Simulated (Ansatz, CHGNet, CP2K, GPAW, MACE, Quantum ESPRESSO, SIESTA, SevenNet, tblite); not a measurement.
# SIESTA runs on Σ7 (111) twist boundary in a MgS-YS solid solution (84 atoms), part 2 of 2

How do the settings of SIESTA change the result for Σ7 (111) twist boundary in a MgS-YS solid solution (84 atoms)? A plane-wave run serves as the yardstick.

Program: SIESTA 5.4.2; the method stands at each step. Banners, paths, timers and routine set-up lines are dropped from the logs unmarked, and long logs keep their key lines alone; longer cuts are marked. The potentials were converted by us to PSML.

So far. Step 2 (PBE, DZP, shift 0.01 Ry, mesh 500 Ry): Forces lie 13 % from the reference's, at 0.64 times its CPU time (on 2 against 4 cores). Step 3 (PBEsol, DZP, shift 0.01 Ry, mesh 500 Ry): Against the first run (13 %), the force difference from the reference is 13 %, at 0.83 times the CPU time; the model has changed, so this is no error of the program alone.

## 4. PBE, DZP, shift 0.02 Ry, mesh 500 Ry

Method: Kohn-Sham DFT, PBE, PseudoDojo 0.4.1 norm-conserving pseudopotentials (converted to PSML), numerical atomic orbitals (DZP), diagonalisation.

The pseudopotential files are exchanged too: the .psml files are now those for PBE.

File input.fdf:

```
SystemLabel cell
NumberOfAtoms 84
NumberOfSpecies 3
%block ChemicalSpeciesLabel
  1 12 Mg
  2 16 S
  3 39 Y
%endblock ChemicalSpeciesLabel
LatticeConstant 1.0 Ang
%block LatticeVectors
  9.78238 0.00000 0.00000
  -4.89119 8.47179 0.00000
  0.00000 0.00000 19.37344
%endblock LatticeVectors
PAO.BasisSize DZP
PAO.EnergyShift 0.02 Ry
XC.Functional GGA
XC.Authors PBE
MeshCutoff 500 Ry
%block kgrid_Monkhorst_Pack
  1 0 0 0.0
  0 1 0 0.0
  0 0 1 0.0
%endblock kgrid_Monkhorst_Pack
SolutionMethod diagon
OccupationFunction FD
ElectronicTemperature 580 K
SCF.Mixer.Method Pulay
SCF.Mixer.Weight 0.05
SCF.Mixer.History 8
SCF.Mix Hamiltonian
MaxSCFIterations 300
SCF.DM.Tolerance 1e-04
SCF.H.Tolerance 1.0e-3 eV
WriteForces T
Write.HirshfeldPop T
Write.VoronoiPop T
Write.DM F
Write.H F
XML.Write F
AtomicCoordinatesFormat Fractional
%block AtomicCoordinatesAndAtomicSpecies
[... 84 atom lines left out: the same atoms as in the first run ...]
%endblock AtomicCoordinatesAndAtomicSpecies
```

On the command line:

```sh
$ OMP_NUM_THREADS=1 mpirun -np 2 siesta < input.fdf > output.txt
```

Output:

```text
Version         : 5.4.2
reinit: System Name:
reinit: System Label: cell
initatom: Reading input for the pseudopotentials and atomic orbitals ----------
Species number:   1 Atomic number:   12 Label: Mg
Species number:   2 Atomic number:   16 Label: S
Species number:   3 Atomic number:   39 Label: Y
Ground state valence configuration (from tables):   3s02  3p00  3d00  4f00
Ground state valence configuration (from tables):   3s02  3p04  3d00  4f00
Ground state valence configuration (from tables):   5s02  5p00  4d01  4f00
---- Processing specs for species: Mg
[... lines left out ...]
        iscf     Eharris(eV)        E_KS(eV)     FreeEng(eV)     dDmax    Ef(eV) dHmax(eV)
[... lines left out ...]
SCF Convergence by DM+H criterion
[... lines left out ...]
SCF cycle converged after 22 iterations
[... lines left out ...]
   Max    5.771573
[... lines left out ...]
   Max    5.771573    constrained
Stress tensor Voigt[x,y,z,yz,xz,xy] (kbar):      -16.83       -8.60       10.89       -5.70       -1.76       -2.82
[... lines left out ...]
siesta: FreeEng =    -78486.162880
[... lines left out ...]
siesta:         Fermi =      -1.495452
[... lines left out ...]
siesta:    -0.001097   -0.003555    0.006795
siesta: Cell volume =       1605.559679 Ang**3
siesta: Pressure (static):
siesta:                Solid            Molecule  Units
siesta:           0.00003297         -0.00010560  Ry/Bohr**3
siesta:           0.00302704         -0.00969543  eV/Ang**3
siesta:           4.84985827        -15.53378806  kBar
    Orbital volume contribution        =          37.666708 eV
    (Free)E + p_basis*V_orbitals       =      -78448.496172 eV
    (Free)Eharris+ p_basis*V_orbitals  =      -78448.496187 eV
Hirshfeld Atomic Populations:
Atom #   charge [q] valence [e]  Species
     1     0.305610    9.694390  Mg
     2    -0.230504    6.230504  S
     3     0.286565    9.713435  Mg
     4    -0.226714    6.226714  S
     5     0.225883    9.774117  Mg
     6    -0.255795    6.255795  S
[...]
19     0.099703   10.900297  Y
[...]
61     0.046303   10.953697  Y
[...]
65     0.069584   10.930416  Y
[...]
--------------------
 Total    -0.000037
Voronoi Atomic Populations:
Atom #   charge [q] valence [e]  Species
[...]
65     0.174115   10.825885  Y
[...]
75     0.204024   10.795976  Y
[...]
81     0.347762    9.652238  Mg
    82    -0.416622    6.416622  S
    83     0.339723    9.660277  Mg
    84    -0.424741    6.424741  S
--------------------
 Total    -0.000038
```

It took 4.9 min on 2 MPI ranks of Intel Xeon Platinum 8259CL at 2.50GHz (Skylake/Cascade Lake), shared host; peak memory 1.8 GiB.

Numbers from this run, and their distance from the reference:

* r.m.s. force component: 0.8341 eV/Å
* r.m.s. difference of force components: 85.88 meV/Å
* longest difference of force vectors: 321.2 meV/Å
* force difference over r.m.s. force: 10.77 %
* slope of forces against the reference's: 1.041
* correlation of force components: 0.9955
* pressure: 0.485 GPa
* pressure difference: -2.329 GPa

Against the first run (13 %), the force difference from the reference is 11 %, at 0.70 times the CPU time: tighter orbitals come nearer here, likely by a cancellation of errors.

## 5. A run with a doubtful setting

Changes to input.fdf since step 4:

```diff
@@ -14,4 +14,4 @@
 %endblock LatticeVectors
-PAO.BasisSize DZP
-PAO.EnergyShift 0.02 Ry
+PAO.BasisSize QZ3P
+PAO.EnergyShift 0.01 Ry
 XC.Functional GGA
@@ -31,3 +31,3 @@
 SCF.Mix Hamiltonian
-MaxSCFIterations 300
+MaxSCFIterations 60
 SCF.DM.Tolerance 1e-04
```

Output:

```text
Version         : 5.4.2
reinit: System Name:
reinit: System Label: cell
initatom: Reading input for the pseudopotentials and atomic orbitals ----------
Species number:   1 Atomic number:   12 Label: Mg
Species number:   2 Atomic number:   16 Label: S
Species number:   3 Atomic number:   39 Label: Y
size_name: Incorrect basis-size option specified, active options are:
  SZ or MINIMAL
  SZP, SZSP, SZ1P, SZP1
  DZ
  DZP, DZSP, DZP1, DZ1P or STANDARD
  DZDP, DZP2, DZ2P
  TZ
  TZP, TZSP, TZP1, TZ1P
  TZDP, TZP2, TZ2P
  TZTP, TZP3, TZ3P
stopping program
stopping program
Stopping Program from Node:    0
Stopping Program from Node:    0
```

The job ended after 0.65 s (2 MPI ranks; peak memory 0.29 GiB).

The program stopped at the start. The fault in the input: an unknown basis size (basis QZ3P).

## 6. All runs compared

Differences are against the plane-wave reference, forces as r.m.s. over components; share is that over the reference's r.m.s. force, slope the least-squares factor from reference forces to these. Total energies of different programs have different zeros and aren't compared.

| run | Δ force, r.m.s. (meV/Å) | share (%) | slope | Δ pressure (GPa) | cores | CPU time | memory (GiB) |
| --- | --- | --- | --- | --- | --- | --- | --- |
| reference | - | - | - | - | 4 | 22 min | 4.0 |
| SIESTA PBE, DZP, shift 0.01 Ry, mesh 500 Ry | 104 | 13.1 | 1.064 | 0.479 | 2 | 14 min | 2.1 |
| SIESTA PBEsol, DZP, shift 0.01 Ry, mesh 500 Ry | 104 | 13.1 | 1.028 | -1.69 | 2 | 12 min | 2.1 |
| SIESTA PBE, DZP, shift 0.02 Ry, mesh 500 Ry | 85.9 | 10.8 | 1.041 | -2.33 | 2 | 9.9 min | 1.8 |

CPU time is summed over cores on a shared host, where runs went side by side, so it is rough. Symmetry, cutoffs, thresholds, outputs and thread counts weren't matched or tuned between programs; memory under MPI is the largest rank's times the ranks.

Mean charges by element (e), by run and scheme:

| run | scheme | Mg | S | Y |
| --- | --- | --- | --- | --- |
| SIESTA PBE, DZP, shift 0.01 Ry, mesh 500 Ry | Hirshfeld | +0.28 | -0.26 | +0.10 |
| SIESTA PBEsol, DZP, shift 0.01 Ry, mesh 500 Ry | Hirshfeld | +0.26 | -0.25 | +0.09 |
| SIESTA PBE, DZP, shift 0.02 Ry, mesh 500 Ry | Hirshfeld | +0.25 | -0.23 | +0.07 |

## 7. Outcome

| Property | Result |
| --- | --- |
| nearest in forces | SIESTA PBE, DZP, shift 0.02 Ry, mesh 500 Ry, 11 % |
| its CPU time | 9.9 min |

In words: The PBE runs in local orbitals differ by 11 % (SIESTA PBE, DZP, shift 0.02 Ry, mesh 500 Ry) to 13 % (SIESTA PBE, DZP, shift 0.01 Ry, mesh 500 Ry); basis, grid and potentials can all enter. Rows with another functional or a dispersion term differ by 13 % (SIESTA PBEsol, DZP, shift 0.01 Ry, mesh 500 Ry), which mixes the change of model with differences of basis and potentials. One electronic-structure run takes under half the reference's CPU time: SIESTA PBE, DZP, shift 0.02 Ry, mesh 500 Ry, at 11 % in 9.9 min against 22 min; its pressure misses by -2.3 GPa. In pressure, SIESTA PBE, DZP, shift 0.02 Ry, mesh 500 Ry misses by -2.3 GPa, at the same functional. The mean charges agree among these rows within 0.03 e. The potentials hold different valence shells: 372 electrons in the reference, 676 in SIESTA; this bears on time and differences. The reference's pressure holds the uncorrected Pulay stress of its 45 Ry basis, so small pressure differences, and their order, may be the reference's own error. The host structure and its lattice constant were typed by rule, without a check against the phase diagram. The reference's pressure of 2.8 GPa belongs to a cell and atoms that aren't relaxed at this level. The electronic-structure runs sample only Γ, in a cell whose shortest periodic width is 8 Å, which is coarse for a cell with partly filled levels.

[Also dropped from logs without a mark: logging warnings of Python, and SIESTA's first energy breakdown and zero terms.]

[Logs are printed without paths, hosts, clocks, repeated set-up lines and the standing remarks that a program may print on its own settings, such as how far it seeks lower states.]

[Hosts, paths, dates, database ids (printed as entryN), source tags and the programs' standing remarks are cut or masked in the printed files.]
